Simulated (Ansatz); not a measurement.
## AlN (P6_3mc): zone-centre modes against carrier density

Aim: how far do free carriers move the optical modes of AlN (P6_3mc)?

Main program and level: Ansatz 0.2.0; DFT LDA, scalar-relativistic, plane waves, PAW; PAW set soft_1.

The database entry behind the starting cell differs from later determinations by our own check (inner coordinate u about 0.002 short), so it need not match the best structure at ambient conditions.

### 1. The starting structure

The structure is hexagonal, space group P6_3mc (No. 186). Conventional cell: a = 3.113 Å, b = 3.113 Å, c = 4.981 Å, α = 90.00°, β = 90.00°, γ = 120.00°. N has 4 Al at 1.89 Å nearest. Nearest to Al lie 4 N at 1.89 Å. Farther neighbours and most contacts between anions are not listed.

### 2. Bringing the structure to rest

Harmonic phonons are second derivatives at a point where the forces vanish, and they are wanted at zero stress, so atoms and cell are relaxed first.

Input file input.yaml:

```yaml
crystal:
  lattice:
    - [3.113, 0.0, 0.0]
    - [-1.5565, 2.695937082, 0.0]
    - [0.0, 0.0, 4.981]
  atoms:
    - { symbol: "N", position: [0.33333333, 0.66666667, 0.38] }
    - { symbol: "N", position: [0.66666667, 0.33333333, 0.88] }
    - { symbol: Al, position: [0.33333333, 0.66666667, 0.0] }
    - { symbol: Al, position: [0.66666667, 0.33333333, 0.5] }
kpoints:
  mp_grid: { grid: [9, 9, 6] }
hamiltonian:
  xc: lda
  pseudopotentials: { kind: paw, azcp: { folder: soft_1 }, xc_functional: pbe }
scf:
  occupations: { method: gaussian, width: 0.02 }
output:
  forces: true
  stress: true
  eigenvalues: true
relax:
  adjacent_minimum: "off"
  f_tol: 0.005
  max_steps: 80
  cell: { stress_tol: 0.05 }
```

Started as:

```console
$ ansatz run input.yaml --threads 4 --pin off --max-ram 16384MiB --backend cpu --events-out ev --progress --plain --runs-dir out
```

Numbers of over 12 decimals in the logs are rounded to 6 here.

Output:

```text
Engine: ansatz 0.2.0, aarch64-unknown-linux-gnu
Pseudopotentials: kind: paw
Pseudopotential: N, paw, valence charge 5, recommended cutoff 420 eV (normal), soft_1/N.paw.azcp
Pseudopotential: Al, paw, valence charge 3, recommended cutoff 420 eV (normal), soft_1/Al.paw.azcp
Functional definition: SPW92
  exchange = slater_x
  correlation = pw_c
Crystal: 4 atoms, lattice volume = 41.803 Å³
Basis set: ecut = 420 eV, 809 PW (Γ)
Bands: 12, of which v1, the nominal top of the filled ones, is band 8 counted from 1 (7 counted from 0)
Symmetry: 12 space group operations
Space group: P63mc (ITA 186), of the structure as read, at distance tolerance 3.5e-5 Å
k-points: 48 of 486 (time reversal used)
Non-local potential: N, projectors of the file, l = 0: 2, l = 1: 2, l = 2: 1
Non-local potential: Al, projectors of the file, l = 0: 2, l = 1: 2, l = 2: 1
PAW form: soft (Blöchl's): semilocal exchange-correlation on the pseudo side does not see the compensation charge
PAW frozen core: N, regenerated for the run's functional, and the local potential with it (the file was generated under x = pbe(κ = 0.804, μ = 0.219515), c = pbe(β = 0.066725))
PAW frozen core: Al, regenerated for the run's functional, and the local potential with it (the file was generated under x = pbe(κ = 0.804, μ = 0.219515), c = pbe(β = 0.066725))
PAW one-centre angular grid: N, 110 points (default); XC on 64 Gauss nodes
PAW one-centre angular grid: Al, 110 points (default); XC on 64 Gauss nodes
Initial density: superposition of atomic densities (chi_scale 0.1, normalization cell, long waves kept (reshape's long-wave potential 0.00 eV rms))
Initial wavefunctions: pseudopotential atomic-orbital guess
Functional: x = slater, c = lda
SCF iter   1: F=—  HF=-1782.649357 eV  |F-HF|=—  |Δ(HF+E_count)|=         —  Δρ=1.33e-1  dr2=9.09e0  ethr=3.10e-3  ⟨swp⟩=5.8  Hψ=3644  notcnv=0
preconditioner: auto → none  [insulator: Δε(μ)=5.617 eV  Ē_g=14.157 eV  σ=0.020 eV  W_gap=1.00  n_scr=2 (ndim 8)  ℏωp=23.0 eV  f_vac=0.000  D(μ)=0.00/eV (n_scr^D=0)  ε∞_Penn≈3.6]
SCF iter   2: F=—  HF=-1779.833709 eV  |F-HF|=—  |Δ(HF+E_count)|=    2.82e0  Δρ=3.44e-2  dr2=3.38e-1  ethr=3.10e-3  ⟨swp⟩=2.9  Hψ=1689  notcnv=0
SCF iter   3: F=—  HF=-1779.712677 eV  |F-HF|=—  |Δ(HF+E_count)|=   1.21e-1  Δρ=1.28e-2  dr2=4.01e-2  ethr=2.11e-3  ⟨swp⟩=1.0  Hψ=664  notcnv=0
SCF iter   4: F=—  HF=-1779.697166 eV  |F-HF|=—  |Δ(HF+E_count)|=   1.55e-2  Δρ=4.61e-4  dr2=6.44e-5  ethr=2.50e-4  ⟨swp⟩=2.0  Hψ=766  notcnv=0
SCF iter   5: F=—  HF=-1779.697165 eV  |F-HF|=—  |Δ(HF+E_count)|=   1.42e-6  Δρ=4.39e-5  dr2=5.29e-7  ethr=4.02e-7  ⟨swp⟩=2.0  Hψ=914  notcnv=0
SCF iter   6: F=-1779.697165 eV  HF=-1779.697165 eV  |F-HF|=5.40e-10  |Δ(HF+E_count)|=   7.83e-8  Δρ=6.53e-6  dr2=5.24e-9  ethr=6.25e-10  ⟨swp⟩=5.1  Hψ=3021  notcnv=0
SCF 1 converged in 6 iterations: F = -1779.697165 eV  dr2 = 5.24e-9
  greatest PAW one-centre occupation: 0.781 electrons in one spin orbital (limit 2), on the N atom at site 1 (counted from 0), in its partial waves of l = 0
relax step   1: F+E_penalty+E_count = -1779.69716464 eV  Δ(F+E_penalty+E_count) = +0.000e0 eV  max|allowed force component| = 1.169e-1 eV/Å  Δτ_max = 0.0000 Å  P = -4.674 GPa  Ω = 41.803 Å³  (6 SCF iters, dr2 threshold 1.00e-7 eV, accepted)
Crystal: 4 atoms, lattice volume = 41.320 Å³
Basis set: ecut = 420 eV, 785 PW (Γ)
Initial density: handed on by an earlier stage of this run
Initial wavefunctions: those handed on with the density
iter 1 solved again at ethr=2.20e-5 eV; its pass at ethr=3.10e-3 eV (dr2=3.52e-3 eV) is discarded
SCF iter   1: F=—  HF=-1779.710611 eV  |F-HF|=—  |Δ(HF+E_count)|=         —  Δρ=2.76e-3  dr2=3.57e-3  ethr=2.20e-5  ⟨swp⟩=1.0  Hψ=3606  notcnv=0
preconditioner: auto → none  [insulator: Δε(μ)=4.356 eV  Ē_g=13.072 eV  σ=0.020 eV  W_gap=1.00  n_scr=2 (ndim 8)  ℏωp=23.1 eV  f_vac=0.000  D(μ)=0.00/eV (n_scr^D=0)  ε∞_Penn≈4.1]
SCF iter   2: F=—  HF=-1779.709508 eV  |F-HF|=—  |Δ(HF+E_count)|=   1.10e-3  Δρ=4.46e-4  dr2=8.15e-5  ethr=2.20e-5  ⟨swp⟩=2.1  Hψ=1034  notcnv=0
SCF iter   3: F=—  HF=-1779.709470 eV  |F-HF|=—  |Δ(HF+E_count)|=   3.80e-5  Δρ=1.65e-4  dr2=7.77e-6  ethr=5.10e-7  ⟨swp⟩=1.9  Hψ=849  notcnv=0
iter 4 did not close the SCF: its close was put off for the readings that it lacked (scf_convergence_deferred on its scf_iter line)
SCF iter   4: F=-1779.709466 eV  HF=-1779.709466 eV  |F-HF|=7.06e-9  |Δ(HF+E_count)|=   4.54e-6  Δρ=9.25e-6  dr2=2.03e-8  ethr=4.86e-8  ⟨swp⟩=2.0  Hψ=866  notcnv=0
iter 5 did not close the SCF: its close was put off for the readings that it lacked (scf_convergence_deferred on its scf_iter line)
SCF iter   5: F=-1779.709466 eV  HF=-1779.709466 eV  |F-HF|=1.07e-10  |Δ(HF+E_count)|=   2.31e-9  Δρ=1.34e-6  dr2=4.13e-10  ethr=1.27e-10  ⟨swp⟩=2.6  Hψ=977  notcnv=0
SCF iter   6: F=-1779.709466 eV  HF=-1779.709466 eV  |F-HF|=1.14e-12  |Δ(HF+E_count)|=  3.93e-11  Δρ=1.40e-7  dr2=4.04e-12  ethr=2.58e-12  ⟨swp⟩=1.0  Hψ=1764  notcnv=0
the search or the solves at the SCF's close seem to have found levels that the self-consistency loop had missed (the run counts 1). By its estimate they hold under 1e-12 electrons; where the run keeps them, the occupations were computed again with them
SCF 2 converged in 6 iterations: F = -1779.709466 eV  dr2 = 4.04e-12
  greatest PAW one-centre occupation: 0.782 electrons in one spin orbital (limit 2), on the N atom at site 1 (counted from 0), in its partial waves of l = 0
relax step   2: F+E_penalty+E_count = -1779.70946563 eV  Δ(F+E_penalty+E_count) = -1.230e-2 eV  max|allowed force component| = 9.115e-2 eV/Å  Δτ_max = 0.0011 Å  P = -2.340 GPa  Ω = 41.320 Å³  energy of the carried Pulay correction = +1.123e-3 eV  (6 SCF iters, dr2 threshold 4.00e-7 eV, accepted)
Crystal: 4 atoms, lattice volume = 40.834 Å³
iter 1 solved again at ethr=2.35e-5 eV; its pass at ethr=3.10e-3 eV (dr2=3.76e-3 eV) is discarded
SCF iter   1: F=—  HF=-1779.715848 eV  |F-HF|=—  |Δ(HF+E_count)|=         —  Δρ=2.89e-3  dr2=3.82e-3  ethr=2.35e-5  ⟨swp⟩=1.0  Hψ=3632  notcnv=0
preconditioner: auto → none  [insulator: Δε(μ)=4.449 eV  Ē_g=13.165 eV  σ=0.020 eV  W_gap=1.00  n_scr=2 (ndim 8)  ℏωp=23.2 eV  f_vac=0.000  D(μ)=0.00/eV (n_scr^D=0)  ε∞_Penn≈4.1]
SCF iter   2: F=—  HF=-1779.714653 eV  |F-HF|=—  |Δ(HF+E_count)|=   1.19e-3  Δρ=4.87e-4  dr2=9.24e-5  ethr=2.35e-5  ⟨swp⟩=2.1  Hψ=1033  notcnv=0
SCF iter   3: F=—  HF=-1779.714611 eV  |F-HF|=—  |Δ(HF+E_count)|=   4.25e-5  Δρ=1.75e-4  dr2=8.30e-6  ethr=5.77e-7  ⟨swp⟩=2.0  Hψ=878  notcnv=0
iter 4 did not close the SCF: its close was put off for the readings that it lacked (scf_convergence_deferred on its scf_iter line)
SCF iter   4: F=-1779.714606 eV  HF=-1779.714606 eV  |F-HF|=1.21e-8  |Δ(HF+E_count)|=   4.79e-6  Δρ=1.16e-5  dr2=2.99e-8  ethr=5.19e-8  ⟨swp⟩=2.0  Hψ=863  notcnv=0
iter 5 did not close the SCF: its close was put off for the readings that it lacked (scf_convergence_deferred on its scf_iter line)
SCF iter   5: F=-1779.714606 eV  HF=-1779.714606 eV  |F-HF|=1.11e-10  |Δ(HF+E_count)|=   5.04e-9  Δρ=2.09e-6  dr2=9.14e-10  ethr=1.87e-10  ⟨swp⟩=2.4  Hψ=969  notcnv=0
SCF iter   6: F=-1779.714606 eV  HF=-1779.714606 eV  |F-HF|=1.36e-12  |Δ(HF+E_count)|=  2.23e-11  Δρ=1.36e-7  dr2=4.26e-12  ethr=5.71e-12  ⟨swp⟩=1.0  Hψ=1658  notcnv=0
SCF 3 converged in 6 iterations: F = -1779.714606 eV  dr2 = 4.26e-12
  greatest PAW one-centre occupation: 0.783 electrons in one spin orbital (limit 2), on the N atom at site 1 (counted from 0), in its partial waves of l = 0
relax step   3: F+E_penalty+E_count = -1779.71460584 eV  Δ(F+E_penalty+E_count) = -5.140e-3 eV  max|allowed force component| = 3.032e-2 eV/Å  Δτ_max = 0.0023 Å  P = +0.136 GPa  Ω = 40.834 Å³  energy of the carried Pulay correction = +2.266e-3 eV  (6 SCF iters, dr2 threshold 4.00e-7 eV, accepted)
[...]
relax step   4: F+E_penalty+E_count = -1779.71464585 eV  Δ(F+E_penalty+E_count) = -4.002e-5 eV  max|allowed force component| = 1.780e-3 eV/Å  Δτ_max = 0.0018 Å  P = +0.018 GPa  Ω = 40.851 Å³  energy of the carried Pulay correction = +2.226e-3 eV  (6 SCF iters, dr2 threshold 9.99e-8 eV, accepted)
[...]
relax step   5: F+E_penalty+E_count = -1779.71464732 eV  Δ(F+E_penalty+E_count) = -1.471e-6 eV  max|allowed force component| = 4.264e-4 eV/Å  Δτ_max = 0.0003 Å  P = -0.002 GPa  Ω = 40.856 Å³  energy of the carried Pulay correction = +2.212e-3 eV  (6 SCF iters, dr2 threshold 7.55e-8 eV, accepted)
[...]
relax step   6: F+E_penalty+E_count = -1779.71273323 eV  Δ(F+E_penalty+E_count) = +1.914e-3 eV  max|allowed force component| = 3.763e-4 eV/Å  Δτ_max = 0.0000 Å  P = -0.096 GPa  Ω = 40.856 Å³  stress off target by 1.04e-1 GPa  SCF on the basis re-selected at this cell (its energy is not comparable with the rows above)  (6 SCF iters)
[...]
relax step   7: F+E_penalty+E_count = -1779.71278119 eV  Δ(F+E_penalty+E_count) = -4.797e-5 eV  max|allowed force component| = 5.483e-6 eV/Å  Δτ_max = 0.0000 Å  P = -0.001 GPa  Ω = 40.838 Å³  energy of the carried Pulay correction = +4.239e-5 eV  (6 SCF iters, dr2 threshold 2.69e-8 eV, accepted)
iter 1 solved again at ethr=1.01e-8 eV; its pass at ethr=3.10e-3 eV (dr2=1.62e-6 eV) is discarded
SCF iter   1: F=—  HF=-1779.712745 eV  |F-HF|=—  |Δ(HF+E_count)|=         —  Δρ=3.43e-6  dr2=5.58e-10  ethr=1.01e-8  ⟨swp⟩=3.0  Hψ=5557  notcnv=0
preconditioner: auto → none  [insulator: Δε(μ)=4.416 eV  Ē_g=13.144 eV  σ=0.020 eV  W_gap=1.00  n_scr=2 (ndim 8)  ℏωp=23.2 eV  f_vac=0.000  D(μ)=0.00/eV (n_scr^D=0)  ε∞_Penn≈4.1]
SCF iter   2: F=—  HF=-1779.712745 eV  |F-HF|=—  |Δ(HF+E_count)|=  3.04e-10  Δρ=1.67e-6  dr2=1.22e-10  ethr=3.49e-12  ⟨swp⟩=2.3  Hψ=936  notcnv=0
iter 3 did not close the SCF: its close was put off for the readings that it lacked (scf_convergence_deferred on its scf_iter line)
SCF iter   3: F=-1779.712745 eV  HF=-1779.712745 eV  |F-HF|=2.96e-12  |Δ(HF+E_count)|=  1.76e-10  Δρ=2.55e-7  dr2=8.48e-12  ethr=1.00e-12  ⟨swp⟩=1.4  Hψ=661  notcnv=0
iter 4 did not close the SCF: its close was put off for the readings that it lacked (scf_convergence_deferred on its scf_iter line)
SCF iter   4: F=-1779.712745 eV  HF=-1779.712745 eV  |F-HF|=6.82e-13  |Δ(HF+E_count)|=  1.59e-12  Δρ=2.65e-8  dr2=1.37e-13  ethr=1.00e-12  ⟨swp⟩=1.0  Hψ=576  notcnv=0
iter 5 did not close the SCF: its close was put off for the readings that it lacked (scf_convergence_deferred on its scf_iter line)
SCF iter   5: F=-1779.712745 eV  HF=-1779.712745 eV  |F-HF|=6.82e-13  |Δ(HF+E_count)|=  4.55e-13  Δρ=5.64e-9  dr2=1.29e-14  ethr=1.00e-12  ⟨swp⟩=1.0  Hψ=576  notcnv=0
iter 6 did not close the SCF: its close was put off for the readings that it lacked (scf_convergence_deferred on its scf_iter line)
SCF iter   6: F=-1779.712745 eV  HF=-1779.712745 eV  |F-HF|=4.55e-13  |Δ(HF+E_count)|=  2.27e-13  Δρ=2.16e-9  dr2=1.88e-15  ethr=1.00e-12  ⟨swp⟩=1.0  Hψ=576  notcnv=0
SCF iter   7: F=-1779.712745 eV  HF=-1779.712745 eV  |F-HF|=4.55e-13  |Δ(HF+E_count)|=  2.27e-13  Δρ=1.30e-10  dr2=5.46e-18  ethr=1.00e-12  ⟨swp⟩=1.0  Hψ=1344  notcnv=0
SCF 8 converged in 7 iterations: F = -1779.712745 eV  dr2 = 5.46e-18
relax step   8: F+E_penalty+E_count = -1779.71274497 eV  Δ(F+E_penalty+E_count) = +3.622e-5 eV  max|allowed force component| = 2.565e-5 eV/Å  Δτ_max = 0.0000 Å  P = -0.002 GPa  Ω = 40.838 Å³  stress off target by 3.35e-3 GPa  SCF on the basis re-selected at this cell (its energy is not comparable with the rows above)  (7 SCF iters)
basis re-selected at this cell: Δ(F+E_penalty+E_count) = +3.622e-5 eV, ΔP = -0.001 GPa vs the last step (what re-selecting the basis moved, of the pressure what is left beyond the Pulay correction that the steps carried, after the strain that the cell walked since its last selection, with what the two solves' SCF thresholds leave and, on support functions, any second-order correction that the steps lacked; it is no m [...]
SCF converged after 7 iterations
Free energy (F): -1779.712745 eV
Harris-Foulkes:  -1779.712745 eV  (|F-HF|=4.55e-13)
Internal energy: -1779.712745 eV  (E = F + TS)
E sigma→0 (E₀):  -1779.712745 eV
Fermi energy:    9.303162 eV
--- Per-component energies (eV) ---
  E_band       = 29.386843
  E_kinetic    = 313.985346
  E_local      = -417.738019  (includes V_loc(G=0)·N_el)
  E_nonlocal   = 93.398245
  E_hartree    = 152.386880
  E_xc         = -196.400463
  E_vxc        = -213.861940  (∫ρ·V_xc dr)
  E_paw        = -1129.325579  (= ΣΔE_a)
  E_vpaw       = -51.172189  (= ΣTr[D̂ρ^β])
  E_aug_tail   = 0.001642  (compensation charges beyond the density's cutoff)
  E_ewald      = -596.292316
  E_core_change = 0.271521  (= ΣΔE_core)
  E_smearing   = -0.000000  (= −TS)
  E_closure    = 0.000000  (closes the sum)
  Σ components = -1779.712745   (vs F -1779.712745, Δ=0.00e0)
--- Forces (eV/Å), atoms counted from 1 ---
  atom   1  N      0.00000000    -0.00000000    -0.00002148
  atom   2  N     -0.00000000     0.00000000    -0.00002148
  atom   3  Al    -0.00000000     0.00000000     0.00002981
  atom   4  Al     0.00000000     0.00000000     0.00002981
  max |Σ_I F_I| component: 1.67e-5 eV/Å
--- Stress (GPa, compression-positive) ---
       -0.001965      -0.000000      -0.000000
       -0.000000      -0.001965       0.000000
       -0.000000       0.000000      -0.003345
  P = ⅓ Tr σ = -0.0024 GPa (-0.024 kbar)
--- Band table (eV; the first three rows and the last of 48) ---
  k-point 0: bands = [... 4 lower, 6.2090, 6.8672, 6.8672, 7.0953, 11.5111, 13.8318, 17.7538, 18.2026]
  k-point 1: bands = [... 4 lower, 6.2507, 6.4977, 6.8205, 6.8205, 11.9883, 13.9061, 17.5741, 18.1707]
  k-point 2: bands = [... 4 lower, 6.3658, 6.3658, 6.6950, 6.6950, 12.9180, 13.9913, 17.2792, 18.2228]
  k-point 47: bands = [... 4 lower, 3.1126, 3.1126, 6.2892, 6.2892, 14.4551, 14.4551, 14.9279, 14.9279]
--- Relaxed structure (6 steps of the walk, 6 accepted, 2 SCFs on fresh bases) ---
  F+E_penalty+E_count = -1779.71274497 eV   max|allowed force component| = 2.565e-5 eV/Å   (the final SCF, on the basis selected at the relaxed cell)
  cell:  # Å, volume = 40.8382 Å³
    - [3.088622, 9.021499312605979e-19, 0]
    - [-1.544311, 2.674826, 0]
    - [0, 0, 4.943175]
  atoms:
    - { symbol: N, position: [0.333333, 0.666667, 0.380990] }
    - { symbol: N, position: [0.666667, 0.333333, 0.880990] }
    - { symbol: Al, position: [0.333333, 0.666667, -0.000990245] }
    - { symbol: Al, position: [0.666667, 0.333333, 0.499010] }
```

Wall time 5.8 s (4 threads of Arm Neoverse V2, shared host); peak memory 0.34 GiB; 19 s of CPU time.

Step by step:

```tsv
step	energy less that of the first step (eV)	largest force component (eV/Å)	pressure (GPa)	volume (Å³)
1	0.0000	0.1169	-4.67	41.80
2	-0.0123	0.0912	-2.34	41.32
3	-0.0174	0.0303	0.14	40.83
4	-0.0175	0.0018	0.02	40.85
5	-0.0175	0.0004	0.00	40.86
6*	-0.0156	0.0004	-0.10	40.86
7	-0.0156	0.0000	0.00	40.84
8*	-0.0156	0.0000	0.00	40.84
```

Relaxation steps marked * repeat the geometry before them on a plane-wave basis chosen anew for their cell, so energy and pressure can jump there.

The run keeps the 12 symmetry operations that it works with, so distortions that break them were not tested.

```tsv
conventional cell, symmetrised	before	after	change
a (Å)	3.113	3.089	-0.8 %
b (Å)	3.113	3.089	-0.8 %
c (Å)	4.981	4.943	-0.8 %
volume (Å³/atom)	10.45	10.21	-2.3 %
```

Final coordinates:

```
N Al
1.0
     3.08862    0.00000    0.00000
    -1.54431    2.67483    0.00000
     0.00000    0.00000    4.94318
N Al
2 2
Direct
  0.33333 0.66667 0.38099
  0.66667 0.33333 0.88099
  0.33333 0.66667 0.99901
  0.66667 0.33333 0.49901
```

This step gave:

| Quantity | Value |
| --- | --- |
| pressure | -0.002425 GPa |
| gap on the k-mesh | 4.416 eV |
| volume per atom | 10.21 Å³ |

In this step the volume went from 10.45 to 10.21 Å³/atom.

### 3. Tight relaxation

Phonons need small forces and stress, so the relaxation is finished with tight tolerances on 9×9×6 k points.

input.yaml, the sections that differ from step 2:

```yaml
crystal:
  lattice:
    - [3.0886224674, 0.0, 0.0]
    - [-1.5443112337, 2.6748255195, 0.0]
    - [0.0, 0.0, 4.9431753232]
  atoms:
    - { symbol: "N", position: [0.3333333333, 0.6666666667, 0.3809902453] }
    - { symbol: "N", position: [0.6666666667, 0.3333333333, 0.8809902453] }
    - { symbol: Al, position: [0.3333333333, 0.6666666667, -0.0009902453] }
    - { symbol: Al, position: [0.6666666667, 0.3333333333, 0.4990097547] }
scf:
  occupations: { method: fixed }
relax:
  adjacent_minimum: "off"
  f_tol: 0.001
  max_steps: 60
  cell: { stress_tol: 0.01 }
# kpoints, hamiltonian, output: as in step 2
```

Output:

```text
[...]
Crystal: 4 atoms, lattice volume = 40.838 Å³
Basis set: ecut = 420 eV, 785 PW (Γ)
Bands: 12, of which v1, the nominal top of the filled ones, is band 8 counted from 1 (7 counted from 0)
Symmetry: 12 space group operations
[...]
k-points: 48 of 486 (time reversal used)
[...]
--- Relaxed structure (1 steps of the walk, 1 accepted, 1 SCFs on fresh bases) ---
[...]
cell:  # Å, volume = 40.8382 Å³
    - [3.088622, 0.0, 0.0]
    - [-1.544311, 2.674826, 0.0]
    - [0.0, 0.0, 4.9431753232]
  atoms:
    - { symbol: N, position: [0.333333, 0.666667, 0.380990] }
    - { symbol: N, position: [0.666667, 0.333333, 0.8809902453] }
    - { symbol: Al, position: [0.333333, 0.666667, -0.000990245] }
    - { symbol: Al, position: [0.666667, 0.333333, 0.4990097547] }
[key lines of the parts left out:]
SCF converged after 5 iterations
Free energy (F): -1779.712745 eV
Fermi energy:    7.095270 eV
P = ⅓ Tr σ = -0.0024 GPa (-0.024 kbar)
```

Elapsed: 1.6 s, on 4 threads; peak memory 0.32 GiB; 5.3 s of CPU time.

Little changed from the start: no atom moved by 0.005 Å and no cell edge by 0.1 %.

This step gave:

* pressure: -0.002424 GPa

The largest force component left is 0.030 meV/Å and the pressure is -0.002 GPa, within the tolerances set. The cell now holds 10.21 Å³/atom.

### 4. Relaxation of a member: no carriers

The cell of the neutral crystal is kept with no carriers. The bands are sampled on 26×26×15 points with Fermi-Dirac filling of 0.03 eV.

Changes to input.yaml since step 3:

```diff
@@ -11,3 +11,3 @@
 kpoints:
-  mp_grid: { grid: [9, 9, 6] }
+  mp_grid: { grid: [26, 26, 15] }
 hamiltonian:
@@ -16,3 +16,3 @@
 scf:
-  occupations: { method: fixed }
+  occupations: { method: fermi_dirac, width: 0.03 }
 output:
@@ -25,2 +25 @@
   max_steps: 60
-  cell: { stress_tol: 0.01 }
```

Output:

```text
[...]
--- Relaxed structure (2 steps of the walk, 2 accepted, 0 SCFs on fresh bases) ---
  F+E_penalty+E_count = -1779.71273757 eV   max|allowed force component| = 7.101e-5 eV/Å
  atoms:
    - { symbol: N, position: [0.333333, 0.666667, 0.380990] }
    - { symbol: N, position: [0.666667, 0.333333, 0.8809902453] }
    - { symbol: Al, position: [0.333333, 0.666667, -0.000990245] }
    - { symbol: Al, position: [0.666667, 0.333333, 0.4990097547] }
[key lines of the parts left out:]
SCF converged after 7 iterations
Free energy (F): -1779.712738 eV
Fermi energy:    9.340044 eV
P = ⅓ Tr σ = -0.0026 GPa (-0.026 kbar)
```

Elapsed: 13 s, on 4 threads; peak memory 0.63 GiB.

Hardly anything moved in the relaxation; the energy changed by under 0.2 meV an atom.

The largest force component left is 0.075 meV/Å.

(Continued in part 2 of 2.)

[Logs are printed without paths, hosts, clocks, repeated set-up lines and the standing remarks that a program may print on its own settings, such as how far it seeks lower states.]

[Hosts, paths, dates, database ids (printed as entryN), source tags and the programs' standing remarks are cut or masked in the printed files.]
